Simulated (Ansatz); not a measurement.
# BeH2 (model cell, started as CdI2 type): converging a phonon calculation, part 3 of 3

Wanted: convergence of the phonons of BeH2 (model cell, started as CdI2 type) against cost.

Ansatz 0.2.0; DFT LDA, scalar-relativistic, plane waves, PAW.

So far. Step 9 (Another k mesh, q mesh 2×2×2): The highest optical mode at the zone centre (no LO-TO term) is 1382.7 cm⁻¹, +0.0 cm⁻¹ against the base run. Step 10 (Another k mesh, k-mesh 18×18×12, q mesh 2×2×2): The highest optical mode at the zone centre (no LO-TO term) is 1382.8 cm⁻¹, +0.1 cm⁻¹ against the base run. The relaxed cell has a = 2.289, c = 3.917 Å (conventional setting).

The structure was built from a prototype and need not be the compound's stable phase.

## Step 12: Another cutoff, cutoff 170 eV, q mesh 2×2×2

The cutoff is set to 170 eV on a small fixed q mesh.

Input file input.yaml:

```yaml
crystal:
  lattice:
    - [2.2886762277, 0.0, 0.0]
    - [-1.1443381138, 1.9820517542, 0.0]
    - [0.0, 0.0, 3.9169799331]
  atoms:
    - { symbol: Be, position: [0.0, 0.0, 0.0] }
    - { symbol: H, position: [0.3333333333, 0.6666666667, 0.224529252] }
    - { symbol: H, position: [0.6666666667, 0.3333333333, 0.775470748] }
kpoints:
  mp_grid: { grid: [12, 12, 8] }
hamiltonian:
  xc: lda
scf:
  occupations: { method: fixed }
output:
  eigenvalues: true
phonons:
  method: dfpt
  qmesh: [2, 2, 2]
  temperatures: { t_max: 1000, t_step: 50 }
  qpath:
    path:
      - [[0.0, 0.0, 0.0], [0.5, 0.0, 0.0], [0.33333333, 0.33333333, 0.0], [0.0, 0.0, 0.0], [0.0, 0.0, 0.5], [0.5, 0.0, 0.5], [0.33333333, 0.33333333, 0.5], [0.0, 0.0, 0.5]]
      - [[0.5, 0.0, 0.5], [0.5, 0.0, 0.0]]
      - [[0.33333333, 0.33333333, 0.5], [0.33333333, 0.33333333, 0.0]]
    npoints: 10
basis:
  ecutwfc: 170
```

The run is started by

```sh
ansatz run input.yaml --threads 8 --pin off --max-ram 14336MiB --backend cpu --events-out ev --progress --plain --runs-dir out
```

Numbers of over 12 decimals in the logs are rounded to 6 here.

What it wrote:

```text
Warning: basis.ecutwfc = 170 eV is below the records' recommended 420 eV, and the density's cutoff is lower with it unless basis.ecutrho_ratio is high enough to keep the records' density cutoff: compare with a run at a higher cutoff
[...]
Crystal: 3 atoms, lattice volume = 17.768 Å³
Basis set: ecut = 170 eV, 99 PW (Γ), exchange–correlation on 20×20×36 points (8 copies of the dense FFT grid, shifted against one another)
Bands: 6, of which v1, the nominal top of the filled ones, is band 2 counted from 1 (1 counted from 0)
Symmetry: 12 space group operations
k-points: 131 of 1152
[...]
SCF iter   1: F=—  HF=-118.827311 eV  |F-HF|=—  |Δ(HF+E_count)|=         —  Δρ=2.94e-2  dr2=4.88e-2  ethr=1.77e-3  ⟨swp⟩=4.5  Hψ=5823  notcnv=0  defer=148
[...]
SCF iter   7: F=-118.818851 eV  HF=-118.818851 eV  |F-HF|=2.56e-13  |Δ(HF+E_count)|=  1.62e-11  Δρ=8.65e-8  dr2=7.53e-13  ethr=1.00e-12  ⟨swp⟩=5.1  Hψ=2484  notcnv=0
SCF 1 converged in 7 iterations: F = -118.818851 eV  dr2 = 7.53e-13
[...]
k-points: 320 of 1152 (irreducible under 2 space group operations, time reversal used)
[...]
SCF iter   3: F=-118.818851 eV  HF=-118.818851 eV  |F-HF|=0.00e0  |Δ(HF+E_count)|=  1.28e-13  Δρ=1.26e-8  dr2=1.27e-14  ethr=1.00e-12  ⟨swp⟩=1.0  Hψ=4800  notcnv=0
SCF 2 converged in 3 iterations: F = -118.818851 eV  dr2 = 1.27e-14
[...]
SCF converged after 7 iterations
Free energy (F): -118.818851 eV
[...]
Internal energy: -118.818851 eV  (E = F + TS)
E sigma→0 (E₀):  -118.818851 eV
Fermi energy:    1.720886 eV
[...]
--- Band table (eV; the first three rows and the last of 131) ---
[...]
ASR residual: 3.598e-5 → 0.000e0 eV/Å²; symmetrization residual: 2.814e-8 eV/Å²
  ASR residual per site (eV/Å²): 2.59e-5 3.60e-5 3.60e-5
  Γ frequencies (cm⁻¹): 0.00 0.00 0.00 850.87 850.87 1333.58 1337.95 1337.95 1384.61
  Unit cell's response to a homogeneous field, on a k mesh of 12×12×8: 2 representative field directions (Σ response iterations 11)
  ε∞ (high-frequency dielectric tensor):
        7.003580    -0.000000     0.000000
       -0.000000     7.003580    -0.000000
        0.000000    -0.000000     3.888513
  ε⁰ (static dielectric tensor): not given — the deck does not say what the cell's rigid motions are, and on a molecule in a box or a wire the rigid rotations would enter the sum over the modes at Γ. For a crystal or a slab, whose only rigid motions are the translations, set phonons.rigid_motions: translations.
  Born effective charges Z* (e; rows j = field, columns β = displacement):
    site 0:
         2.18963   -0.00000    0.00000
        -0.00000    2.18963   -0.00000
         0.00000   -0.00000    0.58420
    site 1:
        -1.09481    0.00000   -0.00000
         0.00000   -1.09481    0.00000
        -0.00000    0.00000   -0.29210
    site 2:
        -1.09481    0.00000   -0.00000
         0.00000   -1.09481    0.00000
        -0.00000    0.00000   -0.29210
  Z* charge neutrality: 4.348e-6 e pre-enforcement
[...]
optical modes at Γ without the LO–TO term, one row a degenerate level:
      ω (cm⁻¹)  modes    IR ((D/Å)²/amu)
        850.87      2           134.2813
       1333.58      1             4.7794
       1337.95      2             0.0000
       1384.61      1             0.0000
  optical modes at Γ + LO–TO along q̂ = [1.0000, 0.0000, 0.0000]:
      ω (cm⁻¹)  modes    IR ((D/Å)²/amu)
        850.87      1            67.1407
       1333.58      1             4.7794
       1337.95      2             0.0000
       1369.20      1            67.1407
       1384.61      1             0.0000
  optical modes at Γ + LO–TO along q̂ = [0.0000, 1.0000, 0.0000]:
      ω (cm⁻¹)  modes    IR ((D/Å)²/amu)
        850.87      1            67.1407
       1333.58      1             4.7794
       1337.95      2             0.0000
       1369.20      1            67.1407
       1384.61      1             0.0000
  optical modes at Γ + LO–TO along q̂ = [0.0000, 0.0000, 1.0000]:
      ω (cm⁻¹)  modes    IR ((D/Å)²/amu)
        850.87      2           134.2813
       1337.95      2             0.0000
       1384.61      1             0.0000
       1387.80      1             4.7794
--- Phonons (arbitrary-q DFPT): 4 irreducible q on the 2×2×2 mesh ---
[...]
interpolated dispersion: 94 rows × 9 modes
[...]
```

Run time: 4.8 s. Hardware: 8 threads of Arm Neoverse V1, shared host; peak memory 0.35 GiB; 24 s of CPU time.

The run finished; it serves as a test, and its numbers are not taken as the result.

## Step 13: Another cutoff, cutoff 230 eV, q mesh 2×2×2

The cutoff is set to 230 eV on a small fixed q mesh.

Changes to input.yaml since step 12:

```diff
@@ -28,2 +28,2 @@
 basis:
-  ecutwfc: 170
+  ecutwfc: 230
```

What it wrote:

```text
[...]
Crystal: 3 atoms, lattice volume = 17.768 Å³
Basis set: ecut = 230 eV, 135 PW (Γ), exchange–correlation on 24×24×40 points (8 copies of the dense FFT grid, shifted against one another)
Bands: 6, of which v1, the nominal top of the filled ones, is band 2 counted from 1 (1 counted from 0)
Symmetry: 12 space group operations
k-points: 131 of 1152
[...]
SCF iter   1: F=—  HF=-119.263858 eV  |F-HF|=—  |Δ(HF+E_count)|=         —  Δρ=1.81e-2  dr2=2.30e-2  ethr=1.77e-3  ⟨swp⟩=4.6  Hψ=6229  notcnv=0  defer=178
[...]
SCF iter   7: F=-119.258494 eV  HF=-119.258494 eV  |F-HF|=1.42e-13  |Δ(HF+E_count)|=  2.36e-12  Δρ=3.44e-8  dr2=2.11e-13  ethr=1.00e-12  ⟨swp⟩=4.9  Hψ=2257  notcnv=0
SCF 1 converged in 7 iterations: F = -119.258494 eV  dr2 = 2.11e-13
[...]
k-points: 320 of 1152 (irreducible under 2 space group operations, time reversal used)
[...]
SCF iter   3: F=-119.258494 eV  HF=-119.258494 eV  |F-HF|=5.68e-14  |Δ(HF+E_count)|=  5.68e-14  Δρ=2.65e-8  dr2=1.10e-13  ethr=1.00e-12  ⟨swp⟩=1.0  Hψ=4800  notcnv=0
SCF 2 converged in 3 iterations: F = -119.258494 eV  dr2 = 1.10e-13
[...]
SCF converged after 7 iterations
Free energy (F): -119.258494 eV
[...]
Internal energy: -119.258494 eV  (E = F + TS)
E sigma→0 (E₀):  -119.258494 eV
Fermi energy:    1.623406 eV
[...]
--- Band table (eV; the first three rows and the last of 131) ---
[...]
ASR residual: 1.198e-5 → 0.000e0 eV/Å²; symmetrization residual: 2.134e-8 eV/Å²
  ASR residual per site (eV/Å²): 1.20e-5 6.98e-6 6.98e-6
  Γ frequencies (cm⁻¹): 0.00 0.00 0.00 831.41 831.41 1337.84 1337.84 1342.60 1406.44
[...]
ε∞ (high-frequency dielectric tensor):
        6.901980    -0.000000     0.000000
       -0.000000     6.901980    -0.000000
        0.000000    -0.000000     3.835788
[...]
Born effective charges Z* (e; rows j = field, columns β = displacement):
    site 0:
         2.22284   -0.00000    0.00000
        -0.00000    2.22284   -0.00000
         0.00000   -0.00000    0.59527
    site 1:
        -1.11142    0.00000   -0.00000
         0.00000   -1.11142    0.00000
        -0.00000    0.00000   -0.29764
    site 2:
        -1.11142    0.00000   -0.00000
         0.00000   -1.11142    0.00000
        -0.00000    0.00000   -0.29764
  Z* charge neutrality: 5.706e-6 e pre-enforcement
[...]
optical modes at Γ without the LO–TO term, one row a degenerate level:
      ω (cm⁻¹)  modes    IR ((D/Å)²/amu)
        831.41      2           138.3857
       1337.84      2             0.0000
       1342.60      1             4.9622
       1406.44      1             0.0000
  optical modes at Γ + LO–TO along q̂ = [1.0000, 0.0000, 0.0000]:
      ω (cm⁻¹)  modes    IR ((D/Å)²/amu)
        831.41      1            69.1928
       1337.84      2             0.0000
       1342.60      1             4.9622
       1376.45      1            69.1928
       1406.44      1             0.0000
  optical modes at Γ + LO–TO along q̂ = [0.0000, 1.0000, 0.0000]:
      ω (cm⁻¹)  modes    IR ((D/Å)²/amu)
        831.41      1            69.1928
       1337.84      2             0.0000
       1342.60      1             4.9622
       1376.45      1            69.1928
       1406.44      1             0.0000
  optical modes at Γ + LO–TO along q̂ = [0.0000, 0.0000, 1.0000]:
      ω (cm⁻¹)  modes    IR ((D/Å)²/amu)
        831.41      2           138.3857
       1337.84      2             0.0000
       1399.24      1             4.9622
       1406.44      1             0.0000
--- Phonons (arbitrary-q DFPT): 4 irreducible q on the 2×2×2 mesh ---
[...]
interpolated dispersion: 94 rows × 9 modes
[...]
```

Elapsed: 5.8 s, on 8 threads; peak memory 0.36 GiB.

The run finished; it serves as a test, and its numbers are not taken as the result.

## Step 14: Another cutoff, cutoff 290 eV, q mesh 2×2×2

The cutoff is set to 290 eV on a small fixed q mesh.

Changes to input.yaml since step 13:

```diff
@@ -28,2 +28,2 @@
 basis:
-  ecutwfc: 230
+  ecutwfc: 290
```

What it wrote:

```text
[...]
Crystal: 3 atoms, lattice volume = 17.768 Å³
Basis set: ecut = 290 eV, 209 PW (Γ), exchange–correlation on 30×30×48 points (8 copies of the dense FFT grid, shifted against one another)
Bands: 6, of which v1, the nominal top of the filled ones, is band 2 counted from 1 (1 counted from 0)
Symmetry: 12 space group operations
k-points: 131 of 1152
[...]
SCF iter   1: F=—  HF=-119.379679 eV  |F-HF|=—  |Δ(HF+E_count)|=         —  Δρ=1.38e-2  dr2=1.67e-2  ethr=1.77e-3  ⟨swp⟩=4.8  Hψ=6395  notcnv=0  defer=206
[...]
SCF iter   7: F=-119.374788 eV  HF=-119.374788 eV  |F-HF|=4.26e-14  |Δ(HF+E_count)|=  8.53e-13  Δρ=2.89e-8  dr2=1.17e-13  ethr=1.00e-12  ⟨swp⟩=4.8  Hψ=2218  notcnv=0
SCF 1 converged in 7 iterations: F = -119.374788 eV  dr2 = 1.17e-13
[...]
k-points: 320 of 1152 (irreducible under 2 space group operations, time reversal used)
[...]
SCF iter   3: F=-119.374788 eV  HF=-119.374788 eV  |F-HF|=8.53e-14  |Δ(HF+E_count)|=  7.11e-14  Δρ=4.59e-8  dr2=3.08e-13  ethr=1.00e-12  ⟨swp⟩=1.0  Hψ=4800  notcnv=0
SCF 2 converged in 3 iterations: F = -119.374788 eV  dr2 = 3.08e-13
[...]
SCF converged after 7 iterations
Free energy (F): -119.374788 eV
[...]
Internal energy: -119.374788 eV  (E = F + TS)
E sigma→0 (E₀):  -119.374788 eV
Fermi energy:    1.597197 eV
[...]
--- Band table (eV; the first three rows and the last of 131) ---
[...]
ASR residual: 1.329e-5 → 0.000e0 eV/Å²; symmetrization residual: 3.499e-8 eV/Å²
  ASR residual per site (eV/Å²): 5.24e-6 1.33e-5 1.33e-5
  Γ frequencies (cm⁻¹): 0.00 0.00 0.00 770.74 770.74 1313.01 1313.01 1314.51 1390.37
[...]
ε∞ (high-frequency dielectric tensor):
        6.869112    -0.000000     0.000000
       -0.000000     6.869112    -0.000000
        0.000000    -0.000000     3.822041
[...]
Born effective charges Z* (e; rows j = field, columns β = displacement):
    site 0:
         2.22307   -0.00000    0.00000
        -0.00000    2.22307   -0.00000
         0.00000   -0.00000    0.59802
    site 1:
        -1.11153    0.00000   -0.00000
         0.00000   -1.11153    0.00000
        -0.00000    0.00000   -0.29901
    site 2:
        -1.11153    0.00000   -0.00000
         0.00000   -1.11153    0.00000
        -0.00000    0.00000   -0.29901
  Z* charge neutrality: 6.728e-6 e pre-enforcement
[...]
optical modes at Γ without the LO–TO term, one row a degenerate level:
      ω (cm⁻¹)  modes    IR ((D/Å)²/amu)
        770.74      2           138.4143
       1313.01      2             0.0000
       1314.51      1             5.0082
       1390.37      1             0.0000
  optical modes at Γ + LO–TO along q̂ = [1.0000, 0.0000, 0.0000]:
      ω (cm⁻¹)  modes    IR ((D/Å)²/amu)
        770.74      1            69.2071
       1313.01      2             0.0000
       1314.51      1             5.0082
       1342.91      1            69.2071
       1390.37      1             0.0000
  optical modes at Γ + LO–TO along q̂ = [0.0000, 1.0000, 0.0000]:
      ω (cm⁻¹)  modes    IR ((D/Å)²/amu)
        770.74      1            69.2071
       1313.01      2             0.0000
       1314.51      1             5.0082
       1342.91      1            69.2071
       1390.37      1             0.0000
  optical modes at Γ + LO–TO along q̂ = [0.0000, 0.0000, 1.0000]:
      ω (cm⁻¹)  modes    IR ((D/Å)²/amu)
        770.74      2           138.4143
       1313.01      2             0.0000
       1373.03      1             5.0082
       1390.37      1             0.0000
--- Phonons (arbitrary-q DFPT): 4 irreducible q on the 2×2×2 mesh ---
[...]
interpolated dispersion: 94 rows × 9 modes
[...]
```

It took 5.7 s on 8 threads; peak memory 0.39 GiB.

The run finished; it serves as a test, and its numbers are not taken as the result.

## Step 15: Another cutoff, cutoff 360 eV, q mesh 2×2×2

The cutoff is set to 360 eV on a small fixed q mesh.

Changes to input.yaml since step 14:

```diff
@@ -28,2 +28,2 @@
 basis:
-  ecutwfc: 290
+  ecutwfc: 360
```

What it wrote:

```text
[...]
Crystal: 3 atoms, lattice volume = 17.768 Å³
Basis set: ecut = 360 eV, 301 PW (Γ), exchange–correlation on 30×30×50 points (8 copies of the dense FFT grid, shifted against one another)
Bands: 6, of which v1, the nominal top of the filled ones, is band 2 counted from 1 (1 counted from 0)
Symmetry: 12 space group operations
k-points: 131 of 1152
[...]
ω (cm⁻¹)  modes    IR ((D/Å)²/amu)
[...]
optical modes at Γ + LO–TO along q̂ = [0.0000, 0.0000, 1.0000]:
      ω (cm⁻¹)  modes    IR ((D/Å)²/amu)
        763.83      2           138.1430
       1304.69      2             0.0000
       1368.92      1             5.0126
       1380.08      1             0.0000
--- Phonons (arbitrary-q DFPT): 4 irreducible q on the 2×2×2 mesh ---
[...]
interpolated dispersion: 94 rows × 9 modes
[...]
[key lines of the parts left out:]
SCF converged after 7 iterations
Free energy (F): -119.416159 eV
Fermi energy:    1.590939 eV
```

Run time: 7 s. Hardware: 8 threads; peak memory 0.37 GiB.

The highest optical mode at the zone centre (no LO-TO term) is 1380.1 cm⁻¹, -2.6 cm⁻¹ against the base run.

## Step 16: Another cutoff, cutoff 550 eV, q mesh 2×2×2

The cutoff is set to 550 eV on a small fixed q mesh.

Changes to input.yaml since step 15:

```diff
@@ -28,2 +28,2 @@
 basis:
-  ecutwfc: 360
+  ecutwfc: 550
```

What it wrote:

```text
[...]
Crystal: 3 atoms, lattice volume = 17.768 Å³
Basis set: ecut = 550 eV, 549 PW (Γ), exchange–correlation on 36×36×60 points (8 copies of the dense FFT grid, shifted against one another)
Bands: 6, of which v1, the nominal top of the filled ones, is band 2 counted from 1 (1 counted from 0)
Symmetry: 12 space group operations
k-points: 131 of 1152
[...]
ω (cm⁻¹)  modes    IR ((D/Å)²/amu)
[...]
optical modes at Γ + LO–TO along q̂ = [0.0000, 0.0000, 1.0000]:
      ω (cm⁻¹)  modes    IR ((D/Å)²/amu)
        765.83      2           138.1223
       1307.06      2             0.0000
       1370.32      1             5.0166
       1383.54      1             0.0000
--- Phonons (arbitrary-q DFPT): 4 irreducible q on the 2×2×2 mesh ---
[...]
interpolated dispersion: 94 rows × 9 modes
[...]
[key lines of the parts left out:]
SCF converged after 7 iterations
Free energy (F): -119.430585 eV
Fermi energy:    1.587075 eV
```

Elapsed: 10 s, on 8 threads; peak memory 0.43 GiB.

Frequencies (cm⁻¹) solved at each irreducible wavevector; negative means imaginary. Frequencies by wavevector, by row:

```csv
q in reciprocal lattice units,star,mode 1,mode 2,mode 3,mode 4,mode 5,mode 6,mode 7,mode 8,mode 9
0 0 0,1,0,0,0,765.8,765.8,1307,1307,1312,1384
0 0 -0.5,1,68.1,68.1,156.1,789.1,789.1,1300,1300,1375,1379
0 -0.5 0,3,318.4,352.3,706.5,1063,1139,1190,1213,1356,1421
0 -0.5 -0.5,3,328.9,348.1,698.4,1069,1162,1177,1204,1366,1421
```

The highest optical mode at the zone centre (no LO-TO term) is 1383.5 cm⁻¹, +0.8 cm⁻¹ against the base run.

## Step 17: Outcome

| Property | Result |
| --- | --- |
| mean frequency, q mesh 3×3×2 | 950 cm⁻¹ |
| highest optical mode at the zone centre (no LO-TO term), k-mesh 4×4×2 | 1351 cm⁻¹ |
| highest optical mode at the zone centre (no LO-TO term), k-mesh 6×6×4 | 1368 cm⁻¹ |
| highest optical mode at the zone centre (no LO-TO term), k-mesh 8×8×6 | 1379 cm⁻¹ |
| highest optical mode at the zone centre (no LO-TO term), k-mesh 12×12×8 | 1383 cm⁻¹ |
| highest optical mode at the zone centre (no LO-TO term), k-mesh 18×18×12 | 1383 cm⁻¹ |
| highest optical mode at the zone centre (no LO-TO term), cutoff 170 eV | 1385 cm⁻¹ |
| highest optical mode at the zone centre (no LO-TO term), cutoff 230 eV | 1406 cm⁻¹ |
| highest optical mode at the zone centre (no LO-TO term), cutoff 290 eV | 1390 cm⁻¹ |
| highest optical mode at the zone centre (no LO-TO term), cutoff 360 eV | 1380 cm⁻¹ |
| highest optical mode at the zone centre (no LO-TO term), cutoff 550 eV | 1384 cm⁻¹ |

What this shows: Over the whole k mesh series, coarse runs included, the lowest mode on the q mesh (acoustic modes at Γ apart) runs from 67.7 to 88.2 cm⁻¹; from 8×8×6 on all solved modes stay within 4.2 cm⁻¹ of the finest run (18×18×12), against a tolerance of 14.2. Over the whole cutoff series, coarse runs included, the lowest mode on the q mesh (acoustic modes at Γ apart) runs from 67.3 to 77.3 cm⁻¹; from 290 eV on all solved modes stay within 6.8 cm⁻¹ of the finest run (550 eV), against a tolerance of 14.2. All runs share the cell relaxed at the base settings, which is not exactly at rest under another k mesh or cutoff. The program warns that the interpolation holds no quadrupole term, so branches close to Γ can be off in this crystal. The starting cell was built on a prototype and not taken from a measurement, so the phase need not exist. These are harmonic frequencies at zero temperature: anharmonic shifts, linewidths and thermal expansion are left out.

[Logs are printed without paths, hosts, clocks, repeated set-up lines and the standing remarks that a program may print on its own settings, such as how far it seeks lower states.]

[Hosts, paths, dates, database ids (printed as entryN), source tags and the programs' standing remarks are cut or masked in the printed files.]
